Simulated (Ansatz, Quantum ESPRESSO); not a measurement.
# TaBi (Pm-3m): phonons by linear response, part 4 of 4

How does TaBi (Pm-3m) vibrate, and is this structure a minimum?

Quantum ESPRESSO 7.5; DFT LDA, scalar-relativistic, plane waves, PseudoDojo norm-conserving pseudopotentials.

So far, highest optical zone-centre mode (no LO-TO term) (cm⁻¹): step 9 (zone-centre analysis) 135; step 11 (without ASR) 135.

The structure was built from a prototype and need not be the compound's stable phase.

## (13) A second program

The same cell goes through another code, with its own cutoff. It uses its own PAW datasets, so the potentials differ. Its k mesh is centred on Γ.

This step: DFT LDA, scalar-relativistic, plane waves, PAW (Ansatz 0.2.0).

Input file input.yaml:

```yaml
crystal:
  lattice:
    - [3.44246403, 0.0, 0.0]
    - [0.0, 3.44246403, 0.0]
    - [0.0, 0.0, 3.44246403]
  atoms:
    - { symbol: Bi, position: [0.0, 0.0, 0.0] }
    - { symbol: Ta, position: [0.5, 0.5, 0.5] }
kpoints:
  mp_grid: { grid: [10, 10, 10] }
hamiltonian:
  xc: lda
scf:
  occupations: { method: cold, width: 0.27211 }
output:
  eigenvalues: true
phonons:
  method: dfpt
  qmesh: [2, 2, 2]
  temperatures: { t_max: 1000, t_step: 50 }
  qpath:
    path:
      - [[0.0, 0.0, 0.0], [0.0, 0.5, 0.0], [0.5, 0.5, 0.0], [0.0, 0.0, 0.0], [0.5, 0.5, 0.5], [0.0, 0.5, 0.0]]
      - [[0.5, 0.5, 0.5], [0.5, 0.5, 0.0]]
    npoints: 12
```

Command:

```sh
$ ansatz run input.yaml --threads 4 --pin off --max-ram 8192MiB --backend cpu --events-out ev --progress --plain --runs-dir out
```

Numbers of over 12 decimals in the logs are rounded to 6 here.

The program printed:

```text
Engine: ansatz 0.2.0, x86_64-unknown-linux-gnu
Pseudopotentials: kind: paw
Pseudopotential: Bi, paw, valence charge 15, recommended cutoff 420 eV (normal), Bi.paw.azcp
Pseudopotential: Ta, paw, valence charge 13, recommended cutoff 420 eV (normal), Ta.paw.azcp
Functional definition: SPW92
  exchange = slater_x
  correlation = pw_c
Crystal: 2 atoms, lattice volume = 40.795 Å³
Basis set: ecut = 420 eV, 799 PW (Γ), exchange–correlation on 48×48×48 points (8 copies of the dense FFT grid, shifted against one another)
Bands: 18, of which v1, the nominal top of the filled ones, is band 14 counted from 1 (13 counted from 0)
Symmetry: 48 space group operations
k-points: 56 of 1000
Non-local potential: Bi, projectors of the file, l = 0: 2, l = 1: 2, l = 2: 2, l = 3: 2
Non-local potential: Ta, projectors of the file, l = 0: 3, l = 1: 2, l = 2: 2, l = 3: 1
PAW form: soft (Blöchl's): semilocal exchange-correlation on the pseudo side does not see the compensation charge
PAW frozen core: Bi, regenerated for the run's functional, and the local potential with it (the file was generated under x = pbe(κ = 0.804, μ = 0.219515), c = pbe(β = 0.066725))
PAW frozen core: Ta, regenerated for the run's functional, and the local potential with it (the file was generated under x = pbe(κ = 0.804, μ = 0.219515), c = pbe(β = 0.066725))
PAW one-centre angular grid: Bi, 590 points (default); XC on 64 Gauss nodes
PAW one-centre angular grid: Ta, 590 points (default); XC on 64 Gauss nodes
Initial density: superposition of atomic densities (neutral atoms: chi_scale 0, normalization atom), corrected by the library's trained network
Initial wavefunctions: pseudopotential atomic-orbital guess
Functional: x = slater, c = lda
SCF iter   1: F=—  HF=-21767.488703 eV  |F-HF|=—  |Δ(HF+E_count)|=         —  Δρ=6.93e-3  dr2=1.71e-2  ethr=1.77e-3  ⟨swp⟩=5.2  Hψ=10196  notcnv=0
automatic band count: the SCF goes on with 22 bands, as 18 were too few: they end inside the smearing window of the response
preconditioner: auto → none  [metal: Δε(μ)=0.070 eV  Ē_g=19.326 eV  σ=0.272 eV  W_gap=0.16  n_scr=6 (ndim 8)  ℏωp=26.0 eV  f_vac=0.000  D(μ)=1.20/eV (n_scr^D=6)  sad-step TF]
SCF iter   2: F=—  HF=-21767.487470 eV  |F-HF|=—  |Δ(HF+E_count)|=   1.23e-3  S|Δr|=    0.00e0  Δρ=4.43e-3  dr2=9.64e-3  ethr=6.12e-5  ⟨swp⟩=1.1  Hψ=1692  notcnv=0
SCF iter   3: F=—  HF=-21767.485178 eV  |F-HF|=—  |Δ(HF+E_count)|=   2.29e-3  S|Δr|=    0.00e0  Δρ=6.35e-4  dr2=1.28e-4  ethr=3.44e-5  ⟨swp⟩=1.9  Hψ=1262  notcnv=0
SCF iter   4: F=—  HF=-21767.485132 eV  |F-HF|=—  |Δ(HF+E_count)|=   4.62e-5  S|Δr|=    0.00e0  Δρ=2.32e-4  dr2=1.63e-5  ethr=4.56e-7  ⟨swp⟩=2.0  Hψ=1669  notcnv=0
SCF iter   5: F=—  HF=-21767.485130 eV  |F-HF|=—  |Δ(HF+E_count)|=   1.43e-6  S|Δr|=    0.00e0  Δρ=7.86e-5  dr2=1.88e-6  ethr=5.83e-8  ⟨swp⟩=2.9  Hψ=1684  notcnv=0
SCF iter   6: F=—  HF=-21767.485115 eV  |F-HF|=—  |Δ(HF+E_count)|=   1.54e-5  S|Δr|=    0.00e0  Δρ=1.46e-5  dr2=8.53e-8  ethr=6.72e-9  ⟨swp⟩=3.0  Hψ=1719  notcnv=0
SCF iter   7: F=—  HF=-21767.485115 eV  |F-HF|=—  |Δ(HF+E_count)|=   1.45e-8  S|Δr|=    0.00e0  Δρ=1.47e-6  dr2=5.65e-10  ethr=3.05e-10  ⟨swp⟩=2.7  Hψ=1681  notcnv=0
SCF iter   8: F=-21767.485115 eV  HF=-21767.485115 eV  |F-HF|=1.09e-11  |Δ(HF+E_count)|=  2.36e-10  S|Δr|=    0.00e0  Δρ=8.30e-8  dr2=1.45e-12  ethr=1.00e-12  ⟨swp⟩=9.7  Hψ=7405  notcnv=0
SCF 1 converged in 8 iterations: F = -21767.485115 eV  dr2 = 1.45e-12
  greatest PAW one-centre occupation: 1.000 electrons in one spin orbital (limit 2), on the Ta atom at site 1 (counted from 0), in its partial waves of l = 0
Initial density: read from a saved state, or passed on in memory by an earlier SCF of this step, an earlier step, the calling program or the single point that the run made first
iter 1 solved again at ethr=1.90e-8 eV; its pass at ethr=3.10e-3 eV (dr2=5.31e-6 eV) is discarded
SCF iter   1: F=—  HF=-21767.485106 eV  |F-HF|=—  |Δ(HF+E_count)|=         —  Δρ=9.58e-7  dr2=7.44e-10  ethr=1.90e-8  ⟨swp⟩=4.1  Hψ=7826  notcnv=0
preconditioner: auto → none  [metal: Δε(μ)=0.036 eV  Ē_g=16.222 eV  σ=0.272 eV  W_gap=0.09  n_scr=6 (ndim 8)  ℏωp=26.0 eV  f_vac=0.000  D(μ)=1.23/eV (n_scr^D=6)]
SCF iter   2: F=—  HF=-21767.485115 eV  |F-HF|=—  |Δ(HF+E_count)|=   9.11e-6  S|Δr|=    0.00e0  Δρ=6.56e-7  dr2=4.14e-10  ethr=2.66e-12  ⟨swp⟩=3.6  Hψ=2584  notcnv=0
SCF iter   3: F=—  HF=-21767.485115 eV  |F-HF|=—  |Δ(HF+E_count)|=  7.64e-11  S|Δr|=    0.00e0  Δρ=3.84e-7  dr2=1.31e-10  ethr=1.48e-12  ⟨swp⟩=1.3  Hψ=1025  notcnv=0
SCF iter   4: F=—  HF=-21767.485115 eV  |F-HF|=—  |Δ(HF+E_count)|=  3.27e-11  S|Δr|=    0.00e0  Δρ=2.44e-7  dr2=5.17e-11  ethr=1.00e-12  ⟨swp⟩=1.0  Hψ=1008  notcnv=0
SCF iter   5: F=-21767.485115 eV  HF=-21767.485115 eV  |F-HF|=3.64e-12  |Δ(HF+E_count)|=  3.64e-12  S|Δr|=    0.00e0  Δρ=3.18e-8  dr2=3.75e-13  ethr=1.00e-12  ⟨swp⟩=2.4  Hψ=2611  notcnv=0
SCF 2 converged in 5 iterations: F = -21767.485115 eV  dr2 = 3.75e-13
phonons: the bands overlap, so this run is a metal and interpolates without the dipole-dipole term. If the crystal is really an insulator or semiconductor, its LO-TO splitting is missing
NSCF: frozen V_eff on 56 k-points
NSCF: frozen V_eff on 126 k-points
DFPT response loops at q = (0, 0, 0) (fractional): preconditioner auto → Kerker (q_TF=auto, 2.562 Å⁻¹) (partly filled bands, converged f_vac=0.000); β = 1.00, the filter's whole step (`scf.mixing.beta` (0.50) is not read by the response loops under this deck's `scf.mixing.preconditioner`; to damp them name `kerker` or `kerker_dos`, under which they read `scf.mixing.beta`, and type it under 1.00, their step now; both keys bind the ground state too); Broyden in place of MSR1
NSCF: frozen V_eff on 432 k-points
DFPT response loops at q = (0, 0, -0.5) (fractional): mixed as the last ones told, above
NSCF: frozen V_eff on 432 k-points
DFPT response loops at q = (0, -0.5, -0.5) (fractional): mixed as the last ones told, above
NSCF: frozen V_eff on 252 k-points
DFPT response loops at q = (-0.5, -0.5, -0.5) (fractional): mixed as the last ones told, above
SCF converged after 8 iterations
Stability not checked: this state was not tested for a lower state beside it, because cold or Methfessel-Paxton smearing, or corrected tetrahedra, fill the levels in a way that the test cannot read (fill_not_monotonic; see scf.lower_state_search)
Free energy (F): -21767.485115 eV
Harris-Foulkes:  -21767.485115 eV  (|F-HF|=1.09e-11)
Internal energy: -21767.475655 eV  (E = F + TS)
E sigma→0 (E₀):  -21767.481961 eV
Entropy (-TS):   -0.009460 eV (-4.730 meV/atom)
Fermi energy:    18.030747 eV
Step filling:    the computed levels leave a gap of 0.0273 eV = 0.1 smearing widths at the electron count; against every level under it full and every level over it empty, smearing changes F+E_penalty+E_count by -6.195 meV and its σ→0 estimate by -3.042 meV
--- Per-component energies (eV) ---
  E_band       = -115.619500
  E_kinetic    = 674.913330
  E_local      = -1709.984615  (includes V_loc(G=0)·N_el)
  E_nonlocal   = 583.739815
  E_hartree    = 547.305470
  E_xc         = -368.393559
  E_vxc        = -350.369743  (∫ρ·V_xc dr)
  E_paw        = -18503.142491  (= ΣΔE_a)
  E_vpaw       = -408.528859  (= ΣTr[D̂ρ^β])
  E_aug_tail   = -0.000381  (compensation charges beyond the density's cutoff)
  E_ewald      = -2992.167240
  E_core_change = 0.254018  (= ΣΔE_core)
  E_smearing   = -0.009460  (= −TS)
  E_closure    = 0.000000  (closes the sum)
  Σ components = -21767.485115   (vs F -21767.485115, Δ=0.00e0)
--- Band table (eV; the first three rows and the last of 56) ---
  k-point 0: bands = [... 10 lower, 15.7528, 15.7528, 18.6961, 18.6961, 18.6961, 19.6066, 19.6066, 19.6066, ... 4 higher]
  k-point 1: bands = [... 10 lower, 15.4010, 15.7817, 17.9811, 18.0571, 18.0571, 19.5981, 20.3769, 20.3769, ... 4 higher]
  k-point 2: bands = [... 10 lower, 14.0452, 15.8599, 17.2653, 17.2653, 18.0175, 19.5756, 21.5787, 21.5787, ... 4 higher]
  k-point 55: bands = [... 10 lower, 12.5028, 12.5028, 12.5028, 20.6963, 20.6963, 20.6963, 21.2102, 21.2102, ... 4 higher]
--- Phonons (Γ-DFPT): 2 representative perturbations + reference (Σ response iterations 6) ---
  ASR residual: 2.121e-5 → 0.000e0 eV/Å²; symmetrization residual: 1.587e-5 eV/Å²
  ASR residual per site (eV/Å²): 1.15e-5 2.12e-5
  Γ frequencies (cm⁻¹): 0.00 0.00 0.00 135.99 135.99 135.99
--- Phonons (arbitrary-q DFPT): 4 irreducible q on the 2×2×2 mesh ---
  q = [0.0000, 0.0000, 0.0000] (star 1, of the zone-centre solve; hermiticity 4.81e-6, symmetrization 7.66e-13): -0.00 -0.00 -0.00 135.99 135.99 135.99
  q = [0.0000, 0.0000, -0.5000] (star 3, 4 solved perturbations in 684 linear systems a pass and spin channel, the states on 216 of 1000 k-point pairs; hermiticity 1.00e-8, symmetrization 5.42e-9): 90.40 90.40 94.92 98.75 98.75 135.37
  q = [0.0000, -0.5000, -0.5000] (star 3, 4 solved perturbations in 684 linear systems a pass and spin channel, the states on 216 of 1000 k-point pairs; hermiticity 8.52e-7, symmetrization 4.01e-11): 47.79 47.79 89.14 127.85 138.45 138.45
  q = [-0.5000, -0.5000, -0.5000] (star 1, 2 solved perturbations on 126 of 1000 k-point pairs; hermiticity 2.00e-9, symmetrization 1.00e-9): 48.65 48.65 48.65 137.01 137.01 137.01
  sum rule: each row above includes the acoustic sum rule's correction from the zone centre's row sums; it moved no ω² by more than (0.18 cm⁻¹)²
  mesh force constants: q→R imaginary residual 1.60e-17; ASR residual 2.121e-5 → 0.000e0 eV/Å²; symmetrization residual 7.105e-15 eV/Å²
  interpolated dispersion: 74 rows × 6 modes
  density of states and harmonic sums: on the 18×18×18 q-mesh, interpolated from the force constants of a 2×2×2 supercell (no non-analytic term)
  largest difference from the sums on the solved wave vectors: F 7.86e-2 eV, S 1.11e-4 and C_V 3.23e-5 eV/K
  zero-point energy: 0.036526 eV/cell   skipped modes (ω ≤ 0): 3   left out of the sums: 8.57e-5 of the cell's modes: C_V's classical limit lies that fraction below 3 k_B per atom; for a crystal, a wire or a layer, F and S can be off by more, and a phonons.interpolated_qmesh denser along its periods is the remedy for the sampling
```

Run time: 24 s. Hardware: 4 threads of Intel Xeon Platinum 8375C at 2.90GHz (Ice Lake), shared host; peak memory 0.83 GiB; 88 s of CPU time.

Read from the output:

| Quantity | Value |
| --- | --- |
| sum-rule residual before enforcement | 2.12e-5 eV/Å² |
| mean frequency | 98.2 cm⁻¹ |
| logarithmic mean frequency | 92.4 cm⁻¹ |
| highest optical zone-centre mode (no LO-TO term) | 136.0 cm⁻¹ |
| lowest optical zone-centre mode | 136.0 cm⁻¹ |
| lowest mode on the q mesh (acoustic ones at the zone centre apart) | 47.79 cm⁻¹ |
| zero-point energy per atom | 18.26 meV |
| heat capacity at 300 K | 24.44 J/(mol atoms K) |
| vibrational entropy at 300 K | 45.49 J/(mol atoms K) |

## (14) Side by side: QE PseudoDojo and Ansatz, PAW

Worked out from the results:

```yaml
root_mean_square_difference: 0.89 cm⁻¹
largest_difference: 1.61 cm⁻¹
root_mean_square_difference_on_the_path: 0.7 cm⁻¹
largest_difference_on_the_path: 1.6 cm⁻¹
```

The 12 of 21 modes that differ most. Frequencies side by side:

```
q (reciprocal lattice)  mode  QE PseudoDojo (cm⁻¹)  Ansatz, PAW (cm⁻¹)
                 0 0 0     4                 135.2                 136
                 0 0 0     5                 135.2                 136
                 0 0 0     6                 135.2                 136
              0 0 -0.5     3                 94.23               94.92
              0 0 -0.5     4                  98.2               98.75
           0 -0.5 -0.5     1                 46.18               47.79
           0 -0.5 -0.5     2                 46.18               47.79
           0 -0.5 -0.5     3                 88.26               89.14
           0 -0.5 -0.5     4                 127.2               127.8
        -0.5 -0.5 -0.5     1                 47.13               48.65
        -0.5 -0.5 -0.5     2                 47.13               48.65
        -0.5 -0.5 -0.5     3                 47.13               48.65
```

At the solved wavevectors the largest difference (acoustic modes at Γ apart) is 1 % of the highest mode, but 3 % of the mode at 46 cm⁻¹ on which it sits.

## (15) Results

```
space group after relaxation                                       : Pm-3m
volume per atom                                                    : 20.4 Å³
highest optical zone-centre mode (no LO-TO term)                   : 135.2 cm⁻¹
q mesh                                                             : 2×2×2
lowest mode on the q mesh (acoustic ones at the zone centre apart) : 46.2 cm⁻¹
zero-point energy per atom                                         : 18.1 meV
heat capacity at 300 K                                             : 24.4 J/(mol atoms K)
vibrational entropy at 300 K                                       : 45.7 J/(mol atoms K)
imaginary modes on the q mesh                                      : none
largest difference from Ansatz, PAW                                : 1.61 cm⁻¹
```

What this shows: TaBi (Pm-3m) is dynamically stable on the 2×2×2 mesh; its spectrum reaches 139 cm⁻¹. At the LDA level the optical modes of TaBi (Pm-3m) at the zone centre lie at 135 cm⁻¹. QE PseudoDojo and Ansatz, PAW differ by 0.9 cm⁻¹ in the root mean square and by 1.6 cm⁻¹ at most, 1.2 % of the highest mode compared (acoustic modes at Γ left out; ph.x's values are those before the sum rule); the two use different potentials, and the cell was not relaxed for the second set. These are harmonic frequencies at zero temperature: anharmonic shifts and linewidths and thermal expansion are left out. Spin-orbit coupling is left out, which can matter for the heavy elements here. In a metal the frequencies hang on the k mesh and the smearing, most of all near Kohn anomalies. The q mesh stands for a supercell only 6.9 Å across, so branches between the solved wavevectors are rough. The structure is a hypothetical one, built on a prototype.

[Host names and launcher messages were left out of these logs when they were recorded.]

[Logs are printed without paths, hosts, clocks, repeated set-up lines and the standing remarks that a program may print on its own settings, such as how far it seeks lower states.]

[Hosts, paths, dates, database ids (printed as entryN), source tags and the programs' standing remarks are cut or masked in the printed files.]
